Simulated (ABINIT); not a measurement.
**A GW chain in ABINIT: FeAs2 (Lollingite)**

How does a plane-wave GW calculation on FeAs2 (Lollingite) run from the first input to the gap?

Calculated with ABINIT 10.8.3; LDA and many-body steps on it, plane waves.

**The experiments to reproduce.**

- Gap 200 meV: transport activation gap from resistivity above 200 K; electrical resistivity, thermal activation fit; bulk crystal (single crystal grown by chemical vapor transport) (“Highly Dispersive Electron Relaxation and Colossal Thermoelectricity in the Correlated Semiconductor FeSb2”, 2013, arxiv:1309.3048).

## (1) Set-up

It takes space group Pnnm (No. 58, orthorhombic). Conventional cell: a = 5.301 Å, b = 5.986 Å, c = 2.882 Å, α = 90.00°, β = 90.00°, γ = 90.00°. Fe has 6 As at 2.36 to 2.39 Å nearest. As has 3 Fe at 2.36 to 2.39 Å and 1 As at 2.49 Å nearest. Farther neighbours are not listed.

The cell and positions come from the Crystallography Open Database and are kept as given unless a step says otherwise.

## (2) Ground state

This step: ABINIT 10.8.3; DFT, LDA, plane waves, norm-conserving pseudopotentials.

The ground-state density comes first.

run.abi reads:

```
acell 3*1.0 Angstrom
rprim 
  5.301200000000 0.000000000000 0.000000000000
  0.000000000000 5.985800000000 0.000000000000
  0.000000000000 0.000000000000 2.882200000000
ntypat 2
znucl 26 33
natom 6
typat 1 1 2 2 2 2
xred 
  0.000000000000 0.000000000000 -0.000000000000
  0.500000000000 0.500000000000 0.500000000000
  0.176300000000 0.362400000000 -0.000000000000
  0.823700000000 0.637600000000 -0.000000000000
  0.676300000000 0.137600000000 0.500000000000
  0.323700000000 0.862400000000 0.500000000000
pp_dirpath "pseudos"
pseudos "Fe.upf, As.upf"
ecut 65
ngkpt 4 4 6
nshiftk 1
shiftk 0 0 0
kptopt 1
chksymbreak 0
nband 69
occopt 1
tolvrs 1e-08
nstep 60
prtwf 0
optforces 0
optstress 0
indata_prefix "in"
outdata_prefix "out"
tmpdata_prefix "tmp"
```

Started as:

```bash
$ OMP_NUM_THREADS=1 mpirun -n 4 abinit run.abi > log
```

Numbers of over 12 decimals in the logs are rounded to 6 here.

The program printed:

```text
.Version 10.8.3 of ABINIT. v10.8.2 released Aug 2026.

 Symmetries : space group Pn n m (# 58); Bravais oP (primitive ortho.)
================================================================================
 Values of the parameters that define the memory need of the present run
     intxc =       0    ionmov =       0      iscf =       7    lmnmax =       6
     lnmax =       6     mgfft =      90  mpssoang =       3    mqgrid =    4106
     natom =       6  nloc_mem =       1    nspden =       1   nspinor =       1
    nsppol =       1      nsym =       8    n1xccc =    2501    ntypat =       2
    occopt =       1   xclevel =       1
-    mband =          69        mffmem =           1         mkmem =           9
       mpw =       15484          nfft =      270000          nkpt =          36
================================================================================
  Rough estimation (10% accuracy) of disk space for files :
================================================================================

--------------------------------------------------------------------------------
------------- Echo of variables that govern the present computation ------------
--------------------------------------------------------------------------------
 -outvars: echo values of preprocessed input variables --------
            acell      1.8897261259E+00  1.8897261259E+00  1.8897261259E+00 Bohr

      chksymbreak           0
             ecut      6.50000000E+01 Hartree
-          fftalg         312

              ixc       -1012
              kpt      0.00000000E+00  0.00000000E+00  0.00000000E+00
                       2.50000000E-01  0.00000000E+00  0.00000000E+00
                       5.00000000E-01  0.00000000E+00  0.00000000E+00
                       0.00000000E+00  2.50000000E-01  0.00000000E+00
                       2.50000000E-01  2.50000000E-01  0.00000000E+00
                       5.00000000E-01  2.50000000E-01  0.00000000E+00
                       0.00000000E+00  5.00000000E-01  0.00000000E+00
                       2.50000000E-01  5.00000000E-01  0.00000000E+00
                       5.00000000E-01  5.00000000E-01  0.00000000E+00
   [... 25 further rows ...]
                       2.50000000E-01  5.00000000E-01  5.00000000E-01
                       5.00000000E-01  5.00000000E-01  5.00000000E-01
         kptrlatt        4    0    0      0    4    0      0    0    6
          kptrlen      3.26794118E+01
P           mkmem           9
            natom           6
            nband          69
            ngfft          75      90      40
             nkpt          36
            nstep          60
             nsym           8
           ntypat           2
              occ      2.000000  2.000000  2.000000  2.000000  2.000000  2.000000
                       2.000000  2.000000  2.000000  2.000000  2.000000  2.000000
                       2.000000  2.000000  2.000000  2.000000  2.000000  2.000000
                       2.000000  2.000000  2.000000  2.000000  2.000000  2.000000
                       2.000000  2.000000  2.000000  2.000000  2.000000  2.000000
                       2.000000  2.000000  2.000000  2.000000  2.000000  2.000000
                       2.000000  2.000000  2.000000  2.000000  2.000000  2.000000
                       2.000000  2.000000  2.000000  2.000000  2.000000  2.000000
                       2.000000  2.000000  2.000000  2.000000  2.000000  2.000000
                       2.000000  2.000000  2.000000  2.000000  2.000000  2.000000
                       2.000000  2.000000  0.000000  0.000000  0.000000  0.000000
[...]
optforces           0
        optstress           0
            prtwf           0
            rprim      5.3012000000E+00  0.0000000000E+00  0.0000000000E+00
[...]
spgroup          58

           tolvrs      1.00000000E-08

             xred      0.0000000000E+00  0.0000000000E+00  0.0000000000E+00
[...]
znucl       26.00000   33.00000

================================================================================

 chkinp: Checking input parameters for consistency.

================================================================================
== DATASET  1 ==================================================================
-   mpi_nproc: 4, omp_nthreads: 1 (-1 if OMP is not activated)

--- !DatasetInfo
iteration_state: {dtset: 1, }
dimensions: {natom: 6, nkpt: 36, mband: 69, nsppol: 1, nspinor: 1, nspden: 1, mpw: 15484, }
cutoff_energies: {ecut:  65.0, pawecutdg:  -1.0, }
electrons: {nelect:   1.24000000E+02, charge:   0.00000000E+00, occopt:   1.00000000E+00, tsmear:   1.00000000E-02, }

 Real(R)+Recip(G) space primitive vectors, cartesian coordinates (Bohr,Bohr^-1):
 R(1)= 10.0178161  0.0000000  0.0000000  G(1)=  0.0998222  0.0000000  0.0000000
 R(2)=  0.0000000 11.3115226  0.0000000  G(2)=  0.0000000  0.0884054  0.0000000
 R(3)=  0.0000000  0.0000000  5.4465686  G(3)=  0.0000000  0.0000000  0.1836018
 Unit cell volume ucvol=  6.1718748E+02 bohr^3
 Angles (23,13,12)=  9.00000000E+01  9.00000000E+01  9.00000000E+01 degrees

 getcut: wavevector=  0.0000  0.0000  0.0000  ngfft=  75  90  40
         ecut(hartree)=     65.000   => boxcut(ratio)=   2.02356

--- Pseudopotential description ------------------------------------------------
[...]
12 -1012 2 -1 1326                            pspcod,pspxc,lmax,lloc,mmax
     nproj     2     2     2
  pspatm : epsatm=   24.70505022
         --- l  ekb(1:nproj) -->
[...]
pspatm: atomic psp has been read  and splines computed

   1.58808078E+04                                ecore*ucvol(ha*bohr**3)
--------------------------------------------------------------------------------

_setup2: Arith. and geom. avg. npw (full set) are   15449.156   15449.146

================================================================================

--- !BeginCycle
iteration_state: {dtset: 1, }
solver: {iscf: 7, nstep: 60, nline: 4, wfoptalg: 0, }
tolerances: {tolvrs: 1.00E-08, }

     iter   Etot(hartree)      deltaE(h)  residm     vres2
 ETOT  1  -1478.3773205497    -1.478E+03 1.182E+00 9.565E+03
 ETOT  2  -1469.4472576729     8.930E+00 5.379E-02 1.546E+05
 ETOT  3  -1480.4345896544    -1.099E+01 4.744E-02 5.113E+04
 ETOT  4  -1480.6662835258    -2.317E-01 2.213E-02 4.931E+04
 ETOT  5  -1480.5784926946     8.779E-02 2.988E-03 4.975E+04
 ETOT  6  -1480.8721655386    -2.937E-01 3.505E-03 4.328E+04
 ETOT  7  -1483.5054558651    -2.633E+00 3.528E-03 1.977E+04
 ETOT  8  -1483.4232225330     8.223E-02 5.484E-04 2.047E+04
 ETOT  9  -1483.9459614011    -5.227E-01 5.214E-04 1.629E+04
 ETOT 10  -1485.8781249011    -1.932E+00 7.902E-03 1.259E+02
[...]
ETOT 21  -1485.8866081323    -1.954E-07 1.120E-03 1.062E-06
 ETOT 22  -1485.8866081333    -1.010E-09 6.824E-04 6.994E-07
 ETOT 23  -1485.8866081334    -1.323E-10 5.341E-04 1.073E-07
 ETOT 24  -1485.8866081335    -1.819E-11 4.145E-04 1.762E-08
 ETOT 25  -1485.8866081335    -3.138E-11 2.239E-04 6.307E-11

 At SCF step   25       vres2   =  6.31E-11 < tolvrs=  1.00E-08 =>converged.

--- !ResultsGS
iteration_state: {dtset: 1, }
comment   : Summary of ground state results
lattice_vectors:
- [ 10.0178161,   0.0000000,   0.0000000, ]
- [  0.0000000,  11.3115226,   0.0000000, ]
- [  0.0000000,   0.0000000,   5.4465686, ]
lattice_lengths: [  10.01782,   11.31152,    5.44657, ]
lattice_angles: [ 90.000,  90.000,  90.000, ] # degrees, (23, 13, 12)
lattice_volume:   6.1718748E+02
convergence: {deltae: -3.138E-11, res2:  6.307E-11, residm:  2.239E-04, diffor:  0.000E+00, }
etotal    :  -1.48588661E+03
entropy   :   0.00000000E+00
fermie    :   3.61204650E-01
cartesian_stress_tensor: null
pressure_GPa: null
xred      :
- [  0.0000E+00,   0.0000E+00,   0.0000E+00, Fe]
- [  5.0000E-01,   5.0000E-01,   5.0000E-01, Fe]
- [  1.7630E-01,   3.6240E-01,   0.0000E+00, As]
- [  8.2370E-01,   6.3760E-01,   0.0000E+00, As]
- [  6.7630E-01,   1.3760E-01,   5.0000E-01, As]
- [  3.2370E-01,   8.6240E-01,   5.0000E-01, As]
cartesian_forces: null
force_length_stats: {min: null, max: null, mean: null, }

 Integrated electronic density in atomic spheres:
 ------------------------------------------------
 Atom  Sphere_radius  Integrated_density
[...]
================================================================================

 ----iterations are completed or convergence reached----

 Mean square residual over all n,k,spin=   28.870E-08; max=  22.387E-05
 reduced coordinates (array xred) for    6 atoms
[...]
0.500000000000      0.500000000000      0.500000000000
       0.176300000000      0.362400000000      0.000000000000
       0.823700000000      0.637600000000      0.000000000000
       0.676300000000      0.137600000000      0.500000000000
       0.323700000000      0.862400000000      0.500000000000
 rms dE/dt=  0.0000E+00; max dE/dt=  0.0000E+00; dE/dt below (all hartree)
    1       0.000000000000      0.000000000000      0.000000000000
    2       0.000000000000      0.000000000000      0.000000000000
    3       0.000000000000      0.000000000000      0.000000000000
    4       0.000000000000      0.000000000000      0.000000000000
    5       0.000000000000      0.000000000000      0.000000000000
    6       0.000000000000      0.000000000000      0.000000000000

 cartesian coordinates (angstrom) at end:
    1      0.000000     0.000000     0.000000
    2      2.650600     2.992900     1.441100
    3      0.934602     2.169254     0.000000
    4      4.366598     3.816546     0.000000
    5      3.585202     0.823646     1.441100
    6      1.715998     5.162154     1.441100
 length scales=  1.889726125908  1.889726125908  1.889726125908 bohr
              =  1.000000000000  1.000000000000  1.000000000000 angstroms
 prteigrs : about to open file out_EIG
 Fermi (or HOMO) energy (hartree) =   0.36120   Average Vxc (hartree)=  -0.47115
 Eigenvalues (hartree) for nkpt=  36  k points:
 kpt#   1, nband= 69, wtk=  0.01042, kpt=  0.0000  0.0000  0.0000 (reduced coord)
  -6.40301   -6.40301   -6.40300   -6.40300   -4.34398   -4.34398   -4.34398   -4.34398
  -4.34266   -4.34266   -4.34256   -4.34256   -4.33960   -4.33960   -4.33959   -4.33959
  -2.78712   -2.78712   -1.56074   -1.56073   -1.55902   -1.55902   -1.54676   -1.54674
  -0.94760   -0.94749   -0.94577   -0.94555   -0.94548   -0.94546   -0.94460   -0.94447
  -0.94277   -0.94266   -0.94265   -0.94249   -0.94241   -0.94231   -0.94224   -0.94212
  -0.94126   -0.94101   -0.94043   -0.94021   -0.16722   -0.07524   -0.03892   -0.02147
   0.13322    0.16701    0.21371    0.23118    0.24408    0.26152    0.30016    0.31451
   0.32071    0.32119    0.34054    0.35310    0.35576    0.35872    0.41917    0.45135
   0.51488    0.53367    0.53442    0.54098    0.59542
 prteigrs : prtvol=0 or 1, do not print more k-points.

--- !EnergyTerms
iteration_state     : {dtset: 1, }
comment             : Components of total free energy in Hartree
kinetic             :  6.65213465755065E+02
hartree             :  5.15377514204423E+02
xc                  : -1.59518932525192E+02
Ewald energy        : -7.86265375186903E+02
psp_core            :  2.57309298914361E+01
local_psp           : -1.42351617850551E+03
non_local_psp       : -3.22908031766803E+02
total_energy        : -1.48588660813349E+03
total_energy_eV     : -4.04330344116509E+04
band_energy         : -2.15578591952261E+02

== END DATASET(S) ==============================================================
================================================================================

 -outvars: echo values of variables after computation  --------
           etotal     -1.4858866081E+03
            nband          69
             nkpt          36
          spgroup          58
 [... the other variables as echoed above ...]

 Calculation completed.
```

The job ended after 17 min (4 MPI ranks of Arm Neoverse V2, shared host; peak memory 1.1 GiB).

This step gave:

- total energy: -40433.0344 eV
- gap: 0.2389 eV
- k of the valence top: 0, 0.5, 0.1667
- k of the conduction bottom: 0, 0, 0.3333
- least direct gap: 0.4503 eV

The gap is indirect, with the least direct gap 0.21 eV higher.

## (3) Empty states on the mesh, 2×2×4 mesh, 116 bands

The sums over transitions need many empty states on a uniform mesh; this step solves for them.

Changes to run.abi since step 2:

```diff
@@ -19,3 +19,3 @@
 ecut 65
-ngkpt 4 4 6
+ngkpt 2 2 4
 nshiftk 1
@@ -24,9 +24,10 @@
 chksymbreak 0
-nband 69
-occopt 1
-tolvrs 1e-08
+iscf -2
+irdden 1
+istwfk *1
+nband 116
+nbdbuf 10
+tolwfr 1e-09
 nstep 60
-prtwf 0
-optforces 0
-optstress 0
+prtvol 0
 indata_prefix "in"
```

The program printed:

```text
.Version 10.8.3 of ABINIT. v10.8.2 released Aug 2026.

 Symmetries : space group Pn n m (# 58); Bravais oP (primitive ortho.)
[... echo of the input left out ...]
== DATASET  1 ==================================================================
-   mpi_nproc: 4, omp_nthreads: 1 (-1 if OMP is not activated)

--- !DatasetInfo
iteration_state: {dtset: 1, }
dimensions: {natom: 6, nkpt: 12, mband: 116, nsppol: 1, nspinor: 1, nspden: 1, mpw: 15496, }
cutoff_energies: {ecut:  65.0, pawecutdg:  -1.0, }
electrons: {nelect:   1.24000000E+02, charge:   0.00000000E+00, occopt:   1.00000000E+00, tsmear:   1.00000000E-02, }

 Real(R)+Recip(G) space primitive vectors, cartesian coordinates (Bohr,Bohr^-1):
 R(1)= 10.0178161  0.0000000  0.0000000  G(1)=  0.0998222  0.0000000  0.0000000
 R(2)=  0.0000000 11.3115226  0.0000000  G(2)=  0.0000000  0.0884054  0.0000000
 R(3)=  0.0000000  0.0000000  5.4465686  G(3)=  0.0000000  0.0000000  0.1836018
 Unit cell volume ucvol=  6.1718748E+02 bohr^3
 Angles (23,13,12)=  9.00000000E+01  9.00000000E+01  9.00000000E+01 degrees

 getcut: wavevector=  0.0000  0.0000  0.0000  ngfft=  75  90  40
         ecut(hartree)=     65.000   => boxcut(ratio)=   2.02356

--- Pseudopotential description ------------------------------------------------
- Fe Generated using ONCVPSP code by D. R. Hamann
- 26.00000  16.00000  180309                  znucl, zion, pspdat
12 -1012 2 -1 1408                            pspcod,pspxc,lmax,lloc,mmax
     nproj     2     2     2
  pspatm : epsatm=   14.62541472
         --- l  ekb(1:nproj) -->
             0   16.534884    1.886547
             1    1.682161   -0.540477
             2   -7.784076   -2.323469
 pspatm: atomic psp has been read  and splines computed

- As Generated using ONCVPSP code by D. R. Hamann
- 33.00000  23.00000  180309                  znucl, zion, pspdat
12 -1012 2 -1 1326                            pspcod,pspxc,lmax,lloc,mmax
     nproj     2     2     2
  pspatm : epsatm=   24.70505022
         --- l  ekb(1:nproj) -->
[...]
pspatm: atomic psp has been read  and splines computed

--------------------------------------------------------------------------------

================================================================================
 prteigrs : about to open file out_EIG
 Non-SCF case, kpt    1 (  0.00000  0.00000  0.00000), residuals and eigenvalues=
  3.83E-10  4.96E-10  4.56E-10  4.27E-10  2.14E-10  1.79E-10  2.05E-10  1.87E-10
  1.80E-10  2.18E-10  2.45E-10  1.97E-10  1.93E-10  2.16E-10  1.84E-10  2.55E-10
  7.42E-10  7.19E-10  4.90E-10  7.35E-10  3.24E-10  6.95E-10  4.03E-10  6.80E-10
[...]
3.08E-05  1.44E-05  2.09E-05  5.28E-04
 -6.4030E+00 -6.4030E+00 -6.4030E+00 -6.4030E+00 -4.3440E+00 -4.3440E+00
 -4.3440E+00 -4.3440E+00 -4.3427E+00 -4.3427E+00 -4.3426E+00 -4.3426E+00
 -4.3396E+00 -4.3396E+00 -4.3396E+00 -4.3396E+00 -2.7871E+00 -2.7871E+00
[...]
1.3018E+00  1.3032E+00  1.3042E+00  1.3702E+00  1.3771E+00  1.3774E+00
  1.3816E+00  1.4117E+00  1.4244E+00  1.4279E+00  1.4576E+00  1.4592E+00
  1.4680E+00  1.4803E+00
 prteigrs : prtvol=0 or 1, do not print more k-points.

--- !ResultsGS
iteration_state: {dtset: 1, }
comment   : Summary of ground state results
lattice_vectors:
- [ 10.0178161,   0.0000000,   0.0000000, ]
- [  0.0000000,  11.3115226,   0.0000000, ]
- [  0.0000000,   0.0000000,   5.4465686, ]
lattice_lengths: [  10.01782,   11.31152,    5.44657, ]
lattice_angles: [ 90.000,  90.000,  90.000, ] # degrees, (23, 13, 12)
lattice_volume:   6.1718748E+02
convergence: {deltae:  0.000E+00, res2:  0.000E+00, residm:  9.966E-10, diffor:  0.000E+00, }
etotal    :  -1.48588661E+03
entropy   :   0.00000000E+00
fermie    :   3.61204650E-01
cartesian_stress_tensor: null
pressure_GPa: null
xred      :
- [  0.0000E+00,   0.0000E+00,   0.0000E+00, Fe]
- [  5.0000E-01,   5.0000E-01,   5.0000E-01, Fe]
- [  1.7630E-01,   3.6240E-01,   0.0000E+00, As]
- [  8.2370E-01,   6.3760E-01,   0.0000E+00, As]
- [  6.7630E-01,   1.3760E-01,   5.0000E-01, As]
- [  3.2370E-01,   8.6240E-01,   5.0000E-01, As]
cartesian_forces: null
force_length_stats: {min: null, max: null, mean: null, }

 Integrated electronic density in atomic spheres:
 ------------------------------------------------
 Atom  Sphere_radius  Integrated_density
[...]
================================================================================

 ----iterations are completed or convergence reached----

 Mean square residual over all n,k,spin=   43.377E-11; max=  99.663E-11
 reduced coordinates (array xred) for    6 atoms
[...]
0.676300000000      0.137600000000      0.500000000000
       0.323700000000      0.862400000000      0.500000000000

 cartesian coordinates (angstrom) at end:
    1      0.000000     0.000000     0.000000
    2      2.650600     2.992900     1.441100
[...]
6      1.715998     5.162154     1.441100
 length scales=  1.889726125908  1.889726125908  1.889726125908 bohr
              =  1.000000000000  1.000000000000  1.000000000000 angstroms
 prteigrs : about to open file out_EIG
 Eigenvalues (hartree) for nkpt=  12  k points:
 kpt#   1, nband=116, wtk=  0.06250, kpt=  0.0000  0.0000  0.0000 (reduced coord)
[...]
1.21807    1.22958    1.24060    1.26820    1.27330    1.29012    1.30184    1.30316
   1.30421    1.37021    1.37712    1.37742    1.38164    1.41172    1.42440    1.42794
   1.45763    1.45923    1.46801    1.48028
 prteigrs : prtvol=0 or 1, do not print more k-points.

== END DATASET(S) ==============================================================
================================================================================

 -outvars: echo values of variables after computation  --------
            nband         116
             nkpt          12
          spgroup          58
 [... the other variables as echoed above ...]

 Calculation completed.
```

It took 2.8 min on 4 MPI ranks; peak memory 0.77 GiB.

This step gave:

```yaml
gap: 0.2727 eV
k_of_the_valence_top: 0, 0.5, 0.25
k_of_the_conduction_bottom: 0, 0, 0.25
least_direct_gap: 0.5777 eV
k_points_computed: 12
lowest_point_of_the_top_converged_band_above_the_valence_top: 25.31 eV
```

On this mesh the gap is 0.273 eV. The earlier step found 0.239 eV, so this mesh misses an edge.

[end of part 1 of 2]

[Paths, hosts, dates, memory and timing lines, banners, echoed tables and standing remarks are left out of the program output.]

[Logs are printed without paths, hosts, clocks, repeated set-up lines and the standing remarks that a program may print on its own settings, such as how far it seeks lower states.]

[Runs of the session that timed out or met a known fault of the program may be left out.]

[Hosts, paths, dates, database ids (printed as entryN), source tags and the programs' standing remarks are cut or masked in the printed files.]

[G0W0 gaps are taken among the corrected bands and points alone; a level outside them can change the order at an edge.]

[Where Ansatz stands beside ABINIT at settings called matched, ABINIT's density can come from a denser mesh and the files from another edition; pairs whose starting gaps differed by over 0.03 eV were left out, so agreement reads better than it is.]
